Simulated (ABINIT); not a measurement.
# SnPbSe3 (Pm-3m): zone-centre phonons, part 3 of 4

Which modes does SnPbSe3 (Pm-3m) have at the zone centre?

ABINIT 10.8.3; DFT LDA, scalar-relativistic, plane waves, HGH norm-conserving pseudopotentials.

So far. Step 5 (Self-consistent run for the response): The cell stands at -0.92 GPa: the relaxation ran with a smoothed and higher cutoff, and the difference is a stress of the finite basis. Step 6 (Linear response at Γ): The acoustic modes at Γ come out as far as 2.1 cm⁻¹ from zero, where they should vanish, a small numerical error. The lowest optical mode is imaginary, 108i cm⁻¹, an instability at this level and on this k mesh. The relaxed cell has a = 5.151 Å (conventional setting).

The structure was built from a prototype and need not be the compound's stable phase.

### 7. Modes with the sum rule

anaddb reads the merged derivatives and imposes the acoustic sum rule.

anaddb.abi

```
ddb_filepath "gamma_DDB"
output_file "anaddb.abo"
outdata_prefix "anaddb"
asr 1
chneut 1
enunit 2
eivec 1
nph1l 1
qph1l 0.0 0.0 0.0 1.0
```

mrgddb.in

```
gamma_DDB
merged
2
dfpt_gammao_DDB
gso_DDB
```

The run is started by

```sh
> mrgddb < mrgddb.in > mrgddb.log
> OMP_NUM_THREADS=1 anaddb anaddb.abi > anaddb.log
```

anaddb.abo, the main output file:

```text
-outvars_anaddb: echo values of input variables ----------------------

 Miscellaneous information :
      enunit         2
       eivec         1
         asr         1
 First list of wavevector (reduced coord.) :
       nph1l         1
       qph1l
                     0.00000000E+00  0.00000000E+00  0.00000000E+00    1.000E+00

================================================================================

 read the DDB information and perform some checks

  ==== Info on the Cryst% object ====
 Real(R)+Recip(G) space primitive vectors, cartesian coordinates (Bohr,Bohr^-1):
 R(1)=  9.7337198  0.0000000  0.0000000  G(1)=  0.1027356  0.0000000  0.0000000
 R(2)=  0.0000000  9.7337198  0.0000000  G(2)=  0.0000000  0.1027356  0.0000000
 R(3)=  0.0000000  0.0000000  9.7337198  G(3)=  0.0000000  0.0000000  0.1027356
 Unit cell volume ucvol=  9.2222421E+02 bohr^3
 Angles (23,13,12)=  9.00000000E+01  9.00000000E+01  9.00000000E+01 degrees
 Time-reversal symmetry is present
 Reduced atomic positions [iatom, xred, symbol]:
    1)    0.0000000  0.0000000  0.0000000  Pb
    2)    0.5000000  0.5000000  0.5000000  Sn
    3)    0.5000000  0.5000000  0.0000000  Se
    4)    0.5000000  0.0000000  0.5000000  Se
    5)    0.0000000  0.5000000  0.5000000  Se

 DDB file with 3 blocks has been read.

================================================================================

 Treat the first list of vectors

  Phonon wavevector (reduced coordinates) :  0.00000  0.00000  0.00000
 Phonon energies in Hartree :
  -4.906596E-04 -4.906596E-04 -4.906596E-04 -4.306731E-04 -4.306731E-04
  -4.306731E-04 -2.025880E-04 -2.025880E-04 -2.025880E-04  1.214524E-08
   1.233201E-08  1.287606E-08  1.044411E-03  1.044411E-03  1.044411E-03
 Phonon energies in meV     :
- -1.335153E+01 -1.335153E+01 -1.335153E+01 -1.171921E+01 -1.171921E+01
- -1.171921E+01 -5.512700E+00 -5.512700E+00 -5.512700E+00  3.304889E-04
-  3.355711E-04  3.503755E-04  2.841987E+01  2.841987E+01  2.841987E+01
 Phonon frequencies in cm-1    :
- -1.076873E+02 -1.076873E+02 -1.076873E+02 -9.452181E+01 -9.452181E+01
- -9.452181E+01 -4.446292E+01 -4.446292E+01 -4.446292E+01  2.665572E-03
-  2.706564E-03  2.825969E-03  2.292217E+02  2.292217E+02  2.292217E+02
 Phonon frequencies in Thz     :
- -3.228385E+00 -3.228385E+00 -3.228385E+00 -2.833693E+00 -2.833693E+00
- -2.833693E+00 -1.332965E+00 -1.332965E+00 -1.332965E+00  7.991185E-05
-  8.114073E-05  8.472043E-05  6.871895E+00  6.871895E+00  6.871895E+00
 Phonon energies in Kelvin  :
- -1.549381E+02 -1.549381E+02 -1.549381E+02 -1.359958E+02 -1.359958E+02
- -1.359958E+02 -6.397222E+01 -6.397222E+01 -6.397222E+01  3.835164E-03
-  3.894141E-03  4.065939E-03  3.297989E+02  3.297989E+02  3.297989E+02

 Eigendisplacements
 (will be given, for each mode : in cartesian coordinates
   for each atom the real part of the displacement vector,
   then the imaginary part of the displacement vector - absolute values smaller than 1.0d-7 are set to zero)
  Mode number    1   Energy   -4.906596E-04
 Attention : low frequency mode.
   (Could be unstable or acoustic mode)
-  1  0.00000000E+00  0.00000000E+00 -8.37572608E-04
-     0.00000000E+00  0.00000000E+00  0.00000000E+00
-  2  0.00000000E+00  0.00000000E+00 -5.29867115E-04
-     0.00000000E+00  0.00000000E+00  0.00000000E+00
-  3  0.00000000E+00  0.00000000E+00 -6.49711193E-05
-     0.00000000E+00  0.00000000E+00  0.00000000E+00
-  4  0.00000000E+00  0.00000000E+00  1.52976444E-03
-     0.00000000E+00  0.00000000E+00  0.00000000E+00
-  5  0.00000000E+00  0.00000000E+00  1.52976444E-03
-     0.00000000E+00  0.00000000E+00  0.00000000E+00
  Mode number    2   Energy   -4.906596E-04
 Attention : low frequency mode.
   (Could be unstable or acoustic mode)
-  1  0.00000000E+00 -8.37572608E-04  0.00000000E+00
-     0.00000000E+00  0.00000000E+00  0.00000000E+00
-  2  0.00000000E+00 -5.29867115E-04  0.00000000E+00
-     0.00000000E+00  0.00000000E+00  0.00000000E+00
-  3  0.00000000E+00  1.52976444E-03  0.00000000E+00
-     0.00000000E+00  0.00000000E+00  0.00000000E+00
-  4  0.00000000E+00 -6.49711193E-05  0.00000000E+00
-     0.00000000E+00  0.00000000E+00  0.00000000E+00
-  5  0.00000000E+00  1.52976444E-03  0.00000000E+00
-     0.00000000E+00  0.00000000E+00  0.00000000E+00
  Mode number    3   Energy   -4.906596E-04
 Attention : low frequency mode.
   (Could be unstable or acoustic mode)
-  1  8.37572608E-04  0.00000000E+00  0.00000000E+00
-     0.00000000E+00  0.00000000E+00  0.00000000E+00
-  2  5.29867115E-04  0.00000000E+00  0.00000000E+00
-     0.00000000E+00  0.00000000E+00  0.00000000E+00
-  3 -1.52976444E-03  0.00000000E+00  0.00000000E+00
-     0.00000000E+00  0.00000000E+00  0.00000000E+00
-  4 -1.52976444E-03  0.00000000E+00  0.00000000E+00
-     0.00000000E+00  0.00000000E+00  0.00000000E+00
-  5  6.49711193E-05  0.00000000E+00  0.00000000E+00
-     0.00000000E+00  0.00000000E+00  0.00000000E+00
  Mode number    4   Energy   -4.306731E-04
 Attention : low frequency mode.
   (Could be unstable or acoustic mode)
-  1  0.00000000E+00  0.00000000E+00  0.00000000E+00
-     0.00000000E+00  0.00000000E+00  0.00000000E+00
-  2  0.00000000E+00  0.00000000E+00  0.00000000E+00
-     0.00000000E+00  0.00000000E+00  0.00000000E+00
-  3  0.00000000E+00  0.00000000E+00  0.00000000E+00
-     0.00000000E+00  0.00000000E+00  0.00000000E+00
-  4  0.00000000E+00  0.00000000E+00 -1.86380890E-03
-     0.00000000E+00  0.00000000E+00  0.00000000E+00
-  5  0.00000000E+00  0.00000000E+00  1.86380890E-03
-     0.00000000E+00  0.00000000E+00  0.00000000E+00
  Mode number    5   Energy   -4.306731E-04
 Attention : low frequency mode.
   (Could be unstable or acoustic mode)
-  1  0.00000000E+00  0.00000000E+00  0.00000000E+00
-     0.00000000E+00  0.00000000E+00  0.00000000E+00
-  2  0.00000000E+00  0.00000000E+00  0.00000000E+00
-     0.00000000E+00  0.00000000E+00  0.00000000E+00
-  3  0.00000000E+00 -1.86380890E-03  0.00000000E+00
-     0.00000000E+00  0.00000000E+00  0.00000000E+00
-  4  0.00000000E+00  0.00000000E+00  0.00000000E+00
-     0.00000000E+00  0.00000000E+00  0.00000000E+00
-  5  0.00000000E+00  1.86380890E-03  0.00000000E+00
-     0.00000000E+00  0.00000000E+00  0.00000000E+00
  Mode number    6   Energy   -4.306731E-04
 Attention : low frequency mode.
   (Could be unstable or acoustic mode)
-  1  0.00000000E+00  0.00000000E+00  0.00000000E+00
-     0.00000000E+00  0.00000000E+00  0.00000000E+00
-  2  0.00000000E+00  0.00000000E+00  0.00000000E+00
-     0.00000000E+00  0.00000000E+00  0.00000000E+00
-  3  1.86380890E-03  0.00000000E+00  0.00000000E+00
-     0.00000000E+00  0.00000000E+00  0.00000000E+00
-  4 -1.86380890E-03  0.00000000E+00  0.00000000E+00
-     0.00000000E+00  0.00000000E+00  0.00000000E+00
-  5  0.00000000E+00  0.00000000E+00  0.00000000E+00
-     0.00000000E+00  0.00000000E+00  0.00000000E+00
  Mode number    7   Energy   -2.025880E-04
 Attention : low frequency mode.
   (Could be unstable or acoustic mode)
-  1  0.00000000E+00  0.00000000E+00  9.85476793E-04
-     0.00000000E+00  0.00000000E+00  0.00000000E+00
-  2  0.00000000E+00  0.00000000E+00 -1.45702803E-03
-     0.00000000E+00  0.00000000E+00  0.00000000E+00
-  3  0.00000000E+00  0.00000000E+00 -1.00935514E-03
-     0.00000000E+00  0.00000000E+00  0.00000000E+00
-  4  0.00000000E+00  0.00000000E+00  3.07138629E-04
-     0.00000000E+00  0.00000000E+00  0.00000000E+00
-  5  0.00000000E+00  0.00000000E+00  3.07138629E-04
-     0.00000000E+00  0.00000000E+00  0.00000000E+00
  Mode number    8   Energy   -2.025880E-04
 Attention : low frequency mode.
   (Could be unstable or acoustic mode)
-  1  0.00000000E+00  9.85476793E-04  0.00000000E+00
-     0.00000000E+00  0.00000000E+00  0.00000000E+00
-  2  0.00000000E+00 -1.45702803E-03  0.00000000E+00
-     0.00000000E+00  0.00000000E+00  0.00000000E+00
-  3  0.00000000E+00  3.07138629E-04  0.00000000E+00
-     0.00000000E+00  0.00000000E+00  0.00000000E+00
-  4  0.00000000E+00 -1.00935514E-03  0.00000000E+00
-     0.00000000E+00  0.00000000E+00  0.00000000E+00
-  5  0.00000000E+00  3.07138629E-04  0.00000000E+00
-     0.00000000E+00  0.00000000E+00  0.00000000E+00
  Mode number    9   Energy   -2.025880E-04
 Attention : low frequency mode.
   (Could be unstable or acoustic mode)
-  1  9.85476793E-04  0.00000000E+00  0.00000000E+00
-     0.00000000E+00  0.00000000E+00  0.00000000E+00
-  2 -1.45702803E-03  0.00000000E+00  0.00000000E+00
-     0.00000000E+00  0.00000000E+00  0.00000000E+00
-  3  3.07138629E-04  0.00000000E+00  0.00000000E+00
-     0.00000000E+00  0.00000000E+00  0.00000000E+00
-  4  3.07138629E-04  0.00000000E+00  0.00000000E+00
-     0.00000000E+00  0.00000000E+00  0.00000000E+00
-  5 -1.00935514E-03  0.00000000E+00  0.00000000E+00
-     0.00000000E+00  0.00000000E+00  0.00000000E+00
  Mode number   10   Energy    1.214524E-08
 Attention : low frequency mode.
   (Could be unstable or acoustic mode)
-  1  0.00000000E+00  0.00000000E+00  9.87245531E-04
-     0.00000000E+00  0.00000000E+00  0.00000000E+00
-  2  0.00000000E+00  0.00000000E+00  9.87378370E-04
-     0.00000000E+00  0.00000000E+00  0.00000000E+00
-  3  0.00000000E+00  0.00000000E+00  9.87360036E-04
-     0.00000000E+00  0.00000000E+00  0.00000000E+00
-  4  0.00000000E+00  0.00000000E+00  9.87263299E-04
-     0.00000000E+00  0.00000000E+00  0.00000000E+00
-  5  0.00000000E+00  0.00000000E+00  9.87263299E-04
-     0.00000000E+00  0.00000000E+00  0.00000000E+00
  Mode number   11   Energy    1.233201E-08
 Attention : low frequency mode.
   (Could be unstable or acoustic mode)
-  1  0.00000000E+00  9.87245531E-04  0.00000000E+00
-     0.00000000E+00  0.00000000E+00  0.00000000E+00
-  2  0.00000000E+00  9.87378370E-04  0.00000000E+00
-     0.00000000E+00  0.00000000E+00  0.00000000E+00
-  3  0.00000000E+00  9.87263299E-04  0.00000000E+00
-     0.00000000E+00  0.00000000E+00  0.00000000E+00
-  4  0.00000000E+00  9.87360036E-04  0.00000000E+00
-     0.00000000E+00  0.00000000E+00  0.00000000E+00
-  5  0.00000000E+00  9.87263299E-04  0.00000000E+00
-     0.00000000E+00  0.00000000E+00  0.00000000E+00
  Mode number   12   Energy    1.287606E-08
 Attention : low frequency mode.
   (Could be unstable or acoustic mode)
-  1  9.87245531E-04  0.00000000E+00  0.00000000E+00
-     0.00000000E+00  0.00000000E+00  0.00000000E+00
-  2  9.87378370E-04  0.00000000E+00  0.00000000E+00
-     0.00000000E+00  0.00000000E+00  0.00000000E+00
-  3  9.87263299E-04  0.00000000E+00  0.00000000E+00
-     0.00000000E+00  0.00000000E+00  0.00000000E+00
-  4  9.87263299E-04  0.00000000E+00  0.00000000E+00
-     0.00000000E+00  0.00000000E+00  0.00000000E+00
-  5  9.87360036E-04  0.00000000E+00  0.00000000E+00
-     0.00000000E+00  0.00000000E+00  0.00000000E+00
  Mode number   13   Energy    1.044411E-03
-  1  0.00000000E+00  0.00000000E+00  1.55020568E-05
-     0.00000000E+00  0.00000000E+00  0.00000000E+00
-  2  0.00000000E+00  0.00000000E+00  1.11470669E-03
-     0.00000000E+00  0.00000000E+00  0.00000000E+00
-  3  0.00000000E+00  0.00000000E+00 -2.22478501E-03
-     0.00000000E+00  0.00000000E+00  0.00000000E+00
-  4  0.00000000E+00  0.00000000E+00  2.54128763E-04
-     0.00000000E+00  0.00000000E+00  0.00000000E+00
-  5  0.00000000E+00  0.00000000E+00  2.54128763E-04
-     0.00000000E+00  0.00000000E+00  0.00000000E+00
  Mode number   14   Energy    1.044411E-03
-  1  0.00000000E+00  1.55020568E-05  0.00000000E+00
-     0.00000000E+00  0.00000000E+00  0.00000000E+00
-  2  0.00000000E+00  1.11470669E-03  0.00000000E+00
-     0.00000000E+00  0.00000000E+00  0.00000000E+00
-  3  0.00000000E+00  2.54128763E-04  0.00000000E+00
-     0.00000000E+00  0.00000000E+00  0.00000000E+00
-  4  0.00000000E+00 -2.22478501E-03  0.00000000E+00
-     0.00000000E+00  0.00000000E+00  0.00000000E+00
-  5  0.00000000E+00  2.54128763E-04  0.00000000E+00
-     0.00000000E+00  0.00000000E+00  0.00000000E+00
  Mode number   15   Energy    1.044411E-03
-  1  1.55020568E-05  0.00000000E+00  0.00000000E+00
-     0.00000000E+00  0.00000000E+00  0.00000000E+00
-  2  1.11470669E-03  0.00000000E+00  0.00000000E+00
-     0.00000000E+00  0.00000000E+00  0.00000000E+00
-  3  2.54128763E-04  0.00000000E+00  0.00000000E+00
-     0.00000000E+00  0.00000000E+00  0.00000000E+00
-  4  2.54128763E-04  0.00000000E+00  0.00000000E+00
-     0.00000000E+00  0.00000000E+00  0.00000000E+00
-  5 -2.22478501E-03  0.00000000E+00  0.00000000E+00
-     0.00000000E+00  0.00000000E+00  0.00000000E+00

 Analysis of degeneracies and characters (maximum tolerance=1.00E-06 a.u.)
 For each vibration mode, or group of modes if degenerate,
 the characters are given for each symmetry operation (see the list in the log file).
 Symmetry characters of vibration mode #   1
       degenerate with vibration modes #   2 to    3
  3.0 -3.0 -1.0  1.0 -1.0  1.0 -1.0  1.0  1.0 -1.0 -1.0  1.0  1.0 -1.0 -1.0  1.0
  0.0 -0.0  0.0 -0.0 -0.0  0.0 -0.0  0.0  1.0 -1.0 -1.0  1.0 -1.0  1.0  1.0 -1.0
  0.0 -0.0 -0.0  0.0 -0.0  0.0  0.0 -0.0  1.0 -1.0  1.0 -1.0 -1.0  1.0 -1.0  1.0
 Symmetry characters of vibration mode #   4
       degenerate with vibration modes #   5 to    6
  3.0 -3.0 -1.0  1.0 -1.0  1.0 -1.0  1.0 -1.0  1.0  1.0 -1.0 -1.0  1.0  1.0 -1.0
 -0.0  0.0 -0.0  0.0  0.0 -0.0  0.0 -0.0 -1.0  1.0  1.0 -1.0  1.0 -1.0 -1.0  1.0
 -0.0  0.0  0.0 -0.0  0.0 -0.0 -0.0  0.0 -1.0  1.0 -1.0  1.0  1.0 -1.0  1.0 -1.0
 Symmetry characters of vibration mode #   7
       degenerate with vibration modes #   8 to    9
  3.0 -3.0 -1.0  1.0 -1.0  1.0 -1.0  1.0  1.0 -1.0 -1.0  1.0  1.0 -1.0 -1.0  1.0
 -0.0  0.0 -0.0  0.0  0.0 -0.0  0.0 -0.0  1.0 -1.0 -1.0  1.0 -1.0  1.0  1.0 -1.0
 -0.0  0.0  0.0 -0.0  0.0 -0.0 -0.0  0.0  1.0 -1.0  1.0 -1.0 -1.0  1.0 -1.0  1.0
 Symmetry characters of vibration mode #  10
       degenerate with vibration modes #  11 to   12
  3.0 -3.0 -1.0  1.0 -1.0  1.0 -1.0  1.0  1.0 -1.0 -1.0  1.0  1.0 -1.0 -1.0  1.0
 -0.0  0.0  0.0 -0.0  0.0 -0.0  0.0 -0.0  1.0 -1.0 -1.0  1.0 -1.0  1.0  1.0 -1.0
 -0.0  0.0  0.0 -0.0  0.0 -0.0  0.0 -0.0  1.0 -1.0  1.0 -1.0 -1.0  1.0 -1.0  1.0
 Symmetry characters of vibration mode #  13
       degenerate with vibration modes #  14 to   15
  3.0 -3.0 -1.0  1.0 -1.0  1.0 -1.0  1.0  1.0 -1.0 -1.0  1.0  1.0 -1.0 -1.0  1.0
 -0.0  0.0  0.0 -0.0  0.0 -0.0 -0.0  0.0  1.0 -1.0 -1.0  1.0 -1.0  1.0  1.0 -1.0
 -0.0  0.0  0.0 -0.0 -0.0  0.0  0.0 -0.0  1.0 -1.0  1.0 -1.0 -1.0  1.0 -1.0  1.0
-
```

Wall time 0.52 s (1 thread of Arm Neoverse V1, shared host).

This step gave:

```yaml
lowest_optical_zone_centre_mode: -107.7 cm⁻¹
```

No LO-TO term; unit eigenvectors of the mass-weighted matrix, from anaddb's displacements. Modes at Γ, with each element's share of the kinetic energy (negative means imaginary):

| mode | frequency (cm⁻¹) | symmetry | Pb % | Sn % | Se % |
| --- | --- | --- | --- | --- | --- |
| 1 | -107.7 | T1u | 26 | 6 | 67 |
| 2 | -107.7 | T1u | 26 | 6 | 67 |
| 3 | -107.7 | T1u | 26 | 6 | 67 |
| 4 | -94.5 | T2u | 0 | 0 | 100 |
| 5 | -94.5 | T2u | 0 | 0 | 100 |
| 6 | -94.5 | T2u | 0 | 0 | 100 |
| 7 | -44.5 | T1u | 37 | 46 | 17 |
| 8 | -44.5 | T1u | 37 | 46 | 17 |
| 9 | -44.5 | T1u | 37 | 46 | 17 |
| 10 | 0.0 | acoustic | 37 | 21 | 42 |
| 11 | 0.0 | acoustic | 37 | 21 | 42 |
| 12 | 0.0 | acoustic | 37 | 21 | 42 |
| 13 | 229.2 | T1u | 0 | 27 | 73 |
| 14 | 229.2 | T1u | 0 | 27 | 73 |
| 15 | 229.2 | T1u | 0 | 27 | 73 |

Displacements in mode 1 (-107.7 cm⁻¹), the largest set to 1:
```
Pb1  0.00  0.00 -0.55
Sn2  0.00  0.00 -0.35
Se3  0.00  0.00 -0.04
Se4  0.00  0.00  1.00
Se5  0.00  0.00  1.00
```

Displacements in mode 7 (-44.5 cm⁻¹), the largest set to 1:
```
Pb1  0.00  0.00  0.68
Sn2  0.00  0.00 -1.00
Se3  0.00  0.00 -0.69
Se4  0.00  0.00  0.21
Se5  0.00  0.00  0.21
```

The rule moves no optical mode by more than 0.1 cm⁻¹.

(Part 3 of 4 ends here.)

[Host names and launcher messages were left out of these logs when they were recorded.]

[Logs are printed without paths, hosts, clocks, repeated set-up lines and the standing remarks that a program may print on its own settings, such as how far it seeks lower states.]

[Hosts, paths, dates, database ids (printed as entryN), source tags and the programs' standing remarks are cut or masked in the printed files.]
